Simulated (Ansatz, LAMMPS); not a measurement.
**Localised basis functions on amorphous Ge (61 atoms)**

Aim: test how closely localised support functions follow the reference on amorphous Ge (61 atoms), and at what cost. A setting counts as converged where the r.m.s. difference of forces stays under 1 % of the r.m.s. force.

Calculated with Ansatz 0.2.0; Kohn-Sham DFT, PBE, PAW (set soft_2), plane waves.

This is a report of a sequence of runs, with most program output left out.

### Step 1. The structure

The cell holds 61 atoms: 61 Ge. Its edges and angles: a = 11.099 Å, b = 11.099 Å, c = 11.099 Å, α = 90.0°, β = 90.0°, γ = 90.0°. 61 atoms (61 Ge) placed at random at 5.38 g/cm³, melted at 3500 K for 10 ps at fixed volume with the Tersoff potential (Tersoff, Phys. Rev. B 39, 5566 (1989)). Quenched from 3500 K to 100 K at 5 K/ps and fixed volume, held 5 ps, then minimised at fixed cell.

What the set-up can't give: The quench rate of 5 K/ps far exceeds what a furnace or splat quench reaches, so expect more defects and frozen-in strain than in a real sample. The network of bonds at the start is that of the classical potential that made the cell, and needn't be the one that DFT or experiment would give. The Brillouin zone is sampled at Γ only, in a cell whose shortest periodic width is 11 Å.

### Step 2. The classical run that made the cell

A classical potential makes the cell, at a small fraction of what the same run would cost in DFT.

This step: classical MD, Tersoff potential (Tersoff, Phys. Rev. B 39, 5566 (1989)) (LAMMPS 22 Jul 2025 - Update 4).

File in.lmp:

```
# melt-quench of Ge61
units metal
atom_style atomic
boundary p p p
region box block 0 11.0988 0 11.0988 0 11.0988
create_box 1 box
mass 1 72.6300   # Ge
create_atoms 1 random 61 281316 NULL overlap 2.03 maxtry 2000
pair_style tersoff
pair_coeff * * SiCGe.tersoff Ge
neigh_modify delay 0 every 1 check yes
thermo_style custom step time temp pe press density
thermo_modify norm yes
timestep 0.001
thermo 100
min_style cg
minimize 1e-4 1e-4 200 2000
reset_timestep 0
velocity all create 3500 281317 mom yes dist gaussian
fix lim all nve/limit 0.05
fix lan all langevin 3500 3500 0.1 281318 zero yes
thermo 500
run 1000 post no
unfix lim
unfix lan
thermo 1666
fix md all nvt temp 3500 3500 0.1
run 10000 post no
unfix md
thermo 68000
fix md all nvt temp 3500 100 0.1
run 680000 post no
unfix md
thermo 2500
fix md all nvt temp 100 100 0.1
run 5000 post no
unfix md
thermo 100
min_style cg
minimize 0 1e-3 2000 20000
write_dump all custom glass.dump id type xs ys zs modify sort id
```

On the command line:

```sh
> lmp -in in.lmp -log none -nocite
```

Run time: 92 s. Hardware: 1 thread of Arm Neoverse V1, shared host; peak memory 0.071 GiB.

### Step 3. Plane-wave single point

The first run uses the default basis; a harder plane-wave run follows as the reference for the support functions.

File input.yaml:

```yaml
crystal:
  lattice:
    - [11.0988, 0.0, 0.0]
    - [0.0, 11.0988, 0.0]
    - [0.0, 0.0, 11.0988]
  atoms:
    - { symbol: Ge, position: [0.86395, 0.69006, 0.51904] }
    - { symbol: Ge, position: [0.18642, 0.78725, 0.1209] }
    - { symbol: Ge, position: [0.4683, 0.89072, 0.34933] }
    - { symbol: Ge, position: [0.54561, 0.61026, 0.08755] }
    - { symbol: Ge, position: [0.9667, 0.04655, 0.54788] }
    - { symbol: Ge, position: [0.60681, 0.55506, 0.72397] }
    - { symbol: Ge, position: [0.07166, 0.96524, 0.20623] }
    - { symbol: Ge, position: [0.10964, 0.45069, 0.12803] }
[... 49 atom lines left out ...]
    - { symbol: Ge, position: [0.03969, 0.19299, 0.73673] }
    - { symbol: Ge, position: [0.96613, 0.39758, 0.80578] }
    - { symbol: Ge, position: [0.15545, 0.07651, 0.38932] }
    - { symbol: Ge, position: [0.17943, 0.57625, 0.41876] }
kpoints:
  mp_grid: { grid: [1, 1, 1] }
hamiltonian:
  xc: pbe
scf:
  occupations: { method: fermi_dirac, width: 0.025 }
output:
  forces: true
  stress: true
  populations: intrinsic
  dos:
    method: { smearing: { sigma: 0.15 } }
    de: 0.1
    projected: { site_lists: { Ge: [Ge] } }
  eigenvalues: true
  write_density: true
  write_potential: true
  volumetric_format: npy
```

On the command line:

```sh
> ansatz run input.yaml --threads 8 --pin off --max-ram 15872MiB --backend cpu --events-out ev --progress --plain --runs-dir out
```

It took 21 s on 8 threads of Arm Neoverse V1, shared host; peak memory 2.1 GiB; 2.6 min of CPU time.

Read from the output:

```yaml
free_energy: -261977.8593 eV
free_energy_per_atom: -4294.7190 eV/atom
scf_cycles: 10
pressure: 5.166 GPa
r_m_s_force_component: 0.2636 eV/Å
longest_force: 0.91 eV/Å
fermi_energy: 8.403 eV
levels_partly_filled_by_over_2_per_cent: 2
```

The r.m.s. force component of 0.26 eV/Å and the pressure of 5.2 GPa set the scale for the differences below.

### Step 4. Plane waves at 750 eV (750 eV)

The grid of the support functions holds more waves than the default cutoff, so they are judged against a harder plane-wave run.

input.yaml, the sections that differ from step 3:

```yaml
output:
  forces: true
  eigenvalues: true
basis:
  ecutwfc: "750 eV"
# crystal, kpoints, hamiltonian, scf: as in step 3
```

Run time: 27 s. Hardware: 8 threads; peak memory 4.2 GiB.

Forces differ from the reference by 0.056 meV/Å r.m.s., 0.021 % of their size, well within a tolerance of 1 %; the energy by -1.2 meV/atom.

### Step 5. Support functions medium

The cell is solved in localised support functions. Besides, the program derives a nominal cutoff of 420 eV for this run, against the reference's 750.

This step: Kohn-Sham DFT, PBE, PAW (set soft_2), localised support functions (medium) (Ansatz 0.2.0).

input.yaml, the sections that differ from step 4:

```yaml
scf:
  occupations: { method: fermi_dirac, width: 0.025 }
  eigensolver: { kind: { support_functions: { accuracy: medium } } }
  max_iter: 150
# crystal, kpoints, hamiltonian, output: as in step 4
# basis: removed
```

Elapsed: 83 s, on 8 threads; peak memory 3.5 GiB.

The program notes that the band table was not solved further than the SCF left it and it switched symmetry off.

Keys that differ from the reference: basis.ecutwfc removed, support_functions.accuracy = "medium" and scf.max_iter = 150.

Forces differ from the reference by 0.094 meV/Å r.m.s., 0.035 % of their size, well within a tolerance of 1 %; the energy by -0.14 meV/atom. It took 3.1 times the reference's time (shared host, so rough). The two runs also began from different starting densities, which bears on cycles and time.

### Step 6. Support functions low

With localised support functions most steps grow linearly with size, though the diagonalisation grows faster unless the density matrix is cut; this run measures error and cost at this size. Besides, the program derives a nominal cutoff of 420 eV for this run, against the reference's 750.

This step: Kohn-Sham DFT, PBE, PAW (set soft_2), localised support functions (low) (Ansatz 0.2.0).

input.yaml, the sections that differ from step 5:

```yaml
scf:
  occupations: { method: fermi_dirac, width: 0.025 }
  eigensolver: { kind: { support_functions: { accuracy: low } } }
  max_iter: 150
# crystal, kpoints, hamiltonian, output: as in step 5
```

Elapsed: 71 s, on 8 threads; peak memory 3.5 GiB.

Keys that differ from the reference: basis.ecutwfc removed, support_functions.accuracy = "low" and scf.max_iter = 150.

Forces differ from the reference by 0.12 meV/Å r.m.s., 0.045 % of their size, well within a tolerance of 1 %; the energy by -0.14 meV/atom. It took 2.6 times the reference's time (shared host, so rough). The two runs also began from different starting densities, which bears on cycles and time.

### Step 7. Support functions high

This step: Kohn-Sham DFT, PBE, PAW (set soft_2), localised support functions (high) (Ansatz 0.2.0).

input.yaml, the sections that differ from step 6:

```yaml
scf:
  occupations: { method: fermi_dirac, width: 0.025 }
  eigensolver: { kind: { support_functions: { accuracy: high } } }
  max_iter: 150
# crystal, kpoints, hamiltonian, output: as in step 6
```

Run time: 3.5 min. Hardware: 8 threads; peak memory 5.2 GiB; 28 min of CPU time.

Keys that differ from the reference: basis.ecutwfc removed, support_functions.accuracy = "high" and scf.max_iter = 150.

Forces differ from the reference by 0.017 meV/Å r.m.s., 0.0063 % of their size, well within a tolerance of 1 %; the energy by -0.12 meV/atom. It took 7.8 times the reference's time (shared host, so rough). The two runs also began from different starting densities, which bears on cycles and time.

### Step 8. Support functions medium, radius 4.07 Å

The radius confines each support function; a larger one gives more freedom and more work per atom. Besides, the program derives a nominal cutoff of 420 eV for this run, against the reference's 750.

This step: Kohn-Sham DFT, PBE, PAW (set soft_2), localised support functions (medium) (Ansatz 0.2.0).

input.yaml, the sections that differ from step 7:

```yaml
scf:
  occupations: { method: fermi_dirac, width: 0.025 }
  eigensolver: { kind: { support_functions: { accuracy: medium, radius: 4.07 } } }
  max_iter: 150
# crystal, kpoints, hamiltonian, output: as in step 7
```

Elapsed: 76 s, on 8 threads; peak memory 3.3 GiB; 9.9 min of CPU time.

Keys that differ from the reference: basis.ecutwfc removed, support_functions.accuracy = "medium", support_functions.radius = 4.07 and scf.max_iter = 150.

Forces differ from the reference by 0.15 meV/Å r.m.s., 0.058 % of their size, well within a tolerance of 1 %; the energy by -0.14 meV/atom. It took 2.8 times the reference's time (shared host, so rough). The two runs also began from different starting densities, which bears on cycles and time.

### Step 9. Support functions medium, radius 4.41 Å

input.yaml, the sections that differ from step 8:

```yaml
scf:
  occupations: { method: fermi_dirac, width: 0.025 }
  eigensolver: { kind: { support_functions: { accuracy: medium, radius: 4.41 } } }
  max_iter: 150
# crystal, kpoints, hamiltonian, output: as in step 8
```

The job ended after 84 s (8 threads; peak memory 3.8 GiB).

Keys that differ from the reference: basis.ecutwfc removed, support_functions.accuracy = "medium", support_functions.radius = 4.41 and scf.max_iter = 150.

Forces differ from the reference by 0.054 meV/Å r.m.s., 0.021 % of their size, well within a tolerance of 1 %; the energy by -0.14 meV/atom. It took 3.1 times the reference's time (shared host, so rough). The two runs also began from different starting densities, which bears on cycles and time.

### Step 10. Support functions medium, radius 4.7 Å

input.yaml, the sections that differ from step 9:

```yaml
scf:
  occupations: { method: fermi_dirac, width: 0.025 }
  eigensolver: { kind: { support_functions: { accuracy: medium, radius: 4.7 } } }
  max_iter: 150
# crystal, kpoints, hamiltonian, output: as in step 9
```

Wall time 2 min (8 threads); peak memory 4.2 GiB; 16 min of CPU time.

Keys that differ from the reference: basis.ecutwfc removed, support_functions.accuracy = "medium", support_functions.radius = 4.7 and scf.max_iter = 150.

Forces differ from the reference by 0.049 meV/Å r.m.s., 0.018 % of their size, well within a tolerance of 1 %; the energy by -0.14 meV/atom. It took 4.4 times the reference's time (shared host, so rough). The two runs also began from different starting densities, which bears on cycles and time.

### Step 11. Support functions medium, radius 5.04 Å

input.yaml, the sections that differ from step 10:

```yaml
scf:
  occupations: { method: fermi_dirac, width: 0.025 }
  eigensolver: { kind: { support_functions: { accuracy: medium, radius: 5.04 } } }
  max_iter: 150
# crystal, kpoints, hamiltonian, output: as in step 10
```

The job ended after 2.8 min (8 threads; peak memory 4.8 GiB; 22 min of CPU time).

Keys that differ from the reference: basis.ecutwfc removed, support_functions.accuracy = "medium", support_functions.radius = 5.04 and scf.max_iter = 150.

Forces differ from the reference by 0.049 meV/Å r.m.s., 0.019 % of their size, well within a tolerance of 1 %; the energy by -0.14 meV/atom. It took 6.3 times the reference's time (shared host, so rough). The two runs also began from different starting densities, which bears on cycles and time.

### Step 12. Support functions medium, radius 5.67 Å

input.yaml, the sections that differ from step 11:

```yaml
scf:
  occupations: { method: fermi_dirac, width: 0.025 }
  eigensolver: { kind: { support_functions: { accuracy: medium, radius: 5.67 } } }
  max_iter: 150
# crystal, kpoints, hamiltonian, output: as in step 11
```

Run time: 4.8 min. Hardware: 8 threads; peak memory 5.9 GiB; 38 min of CPU time.

Keys that differ from the reference: basis.ecutwfc removed, support_functions.accuracy = "medium", support_functions.radius = 5.67 and scf.max_iter = 150.

Forces differ from the reference by 0.052 meV/Å r.m.s., 0.020 % of their size, well within a tolerance of 1 %; the energy by -0.14 meV/atom. It took 11 times the reference's time (shared host, so rough). The two runs also began from different starting densities, which bears on cycles and time.

### Step 13. Support functions medium, radius 6.3 Å

input.yaml, the sections that differ from step 12:

```yaml
scf:
  occupations: { method: fermi_dirac, width: 0.025 }
  eigensolver: { kind: { support_functions: { accuracy: medium, radius: 6.3 } } }
  max_iter: 150
# crystal, kpoints, hamiltonian, output: as in step 12
```

Elapsed: 7.8 min, on 8 threads; peak memory 7.5 GiB; 62 min of CPU time.

Keys that differ from the reference: basis.ecutwfc removed, support_functions.accuracy = "medium", support_functions.radius = 6.3 and scf.max_iter = 150.

Forces differ from the reference by 0.052 meV/Å r.m.s., 0.020 % of their size, well within a tolerance of 1 %; the energy by -0.14 meV/atom. It took 17 times the reference's time (shared host, so rough). The two runs also began from different starting densities, which bears on cycles and time.

### Step 14. A changed input

The input is spoilt on purpose; the run shows how that looks.

This step: Kohn-Sham DFT, PBE, PAW (set soft_2), plane waves (Ansatz 0.2.0).

input.yaml, the sections that differ from step 13:

```yaml
scf:
  occupations: { method: fermi_dirac, width: 0.025 }
  max_iter: 75
output:
  forces: true
total_charge: 10
# crystal, kpoints, hamiltonian: as in step 13
```

Wall time 12 s (8 threads); peak memory 2 GiB; 90 s of CPU time.

The run converged on the changed input; its numbers don't describe the system as set up.

The change made on purpose: total_charge = 10.

How far it lies from the reference, the plane-wave single point:

```
r.m.s. difference of force components : 273.9 meV/Å
longest difference of force vectors   : 928.4 meV/Å
force difference over r.m.s. force    : 103.9 %
```

### Step 15. Another setting: scf.algorithm = "direct_min"

Changed here: scf.algorithm = "direct_min".

input.yaml, the sections that differ from step 14:

```yaml
scf:
  occupations: { method: fermi_dirac, width: 0.025 }
  algorithm: direct_min
output:
  forces: true
  stress: true
  populations: true
  dos:
    method: { smearing: { sigma: 0.1 } }
    de: 0.1
    projected: { site_lists: { Ge: [Ge] } }
  eigenvalues: true
# crystal, kpoints, hamiltonian: as in step 14
# total_charge: removed
```

Elapsed: 1.7 min, on 8 threads; peak memory 2.6 GiB.

Forces differ from the reference by 0.005 meV/Å r.m.s., 0.0018 % of their size, well within a tolerance of 1 %. It took 1.7 min and 10 cycles; the reference's time can't be set against it, since the two runs asked for unlike analyses.

### Step 16. All settings compared

Differences are against the plane-wave reference (Kohn-Sham DFT, PBE, PAW (set soft_2), plane waves), whose r.m.s. force component is 0.264 eV/Å. Energies are set beside the reference only for runs with its functional, potentials and electron count. Times are for 8 threads of Arm Neoverse V1, shared host. The reference's time includes the DOS, the stress and grids, which some other runs skip.

```
                           run  Δ force, r.m.s. (meV/Å)  share of r.m.s. force (%)  Δ energy (meV/atom)  Δ pressure (GPa)  cycles     time  host memory (GiB)
                     reference                        -                          -                    -                 -      10     21 s                2.1
plane waves at 750 eV (750 eV)                    0.056                     0.0213                -1.21                 -      10     27 s                4.2
  scf.algorithm = "direct_min"                    0.005                     0.0018                    0                 0      10  1.7 min                2.6
```

### Step 17. Cost against change

Each row is set against the run with plane waves at 750 eV (Kohn-Sham DFT, PBE, PAW (set soft_2), plane waves; r.m.s. force component 0.264 eV/Å). Energies are set beside the reference only for runs with its functional, potentials and electron count. Times are for 8 threads of Arm Neoverse V1, shared host.

```
                                    run  Δ force, r.m.s. (meV/Å)  share of r.m.s. force (%)  Δ energy (meV/atom)  cycles     time  host memory (GiB)
                              reference                        -                          -                    -      10     27 s                4.2
               support functions medium                    0.094                     0.0355               -0.140      13     83 s                3.5
                  support functions low                    0.119                     0.0451               -0.140      11     71 s                3.5
                 support functions high                    0.017                     0.0063               -0.115      16  3.5 min                5.2
support functions medium, radius 4.07 Å                    0.153                     0.0579               -0.138      13     76 s                3.3
support functions medium, radius 4.41 Å                    0.054                     0.0206               -0.141      13     84 s                3.8
 support functions medium, radius 4.7 Å                    0.049                     0.0184               -0.141      13    2 min                4.2
support functions medium, radius 5.04 Å                    0.049                     0.0186               -0.141      13  2.8 min                4.8
support functions medium, radius 5.67 Å                    0.052                     0.0196               -0.141      13  4.8 min                5.9
 support functions medium, radius 6.3 Å                    0.052                     0.0198               -0.141      13  7.8 min                7.5
```

(Continued in part 2 of 2.)

[Logs are printed without paths, hosts, clocks, repeated set-up lines and the standing remarks that a program may print on its own settings, such as how far it seeks lower states.]

[Hosts, paths, dates, database ids (printed as entryN), source tags and the programs' standing remarks are cut or masked in the printed files.]
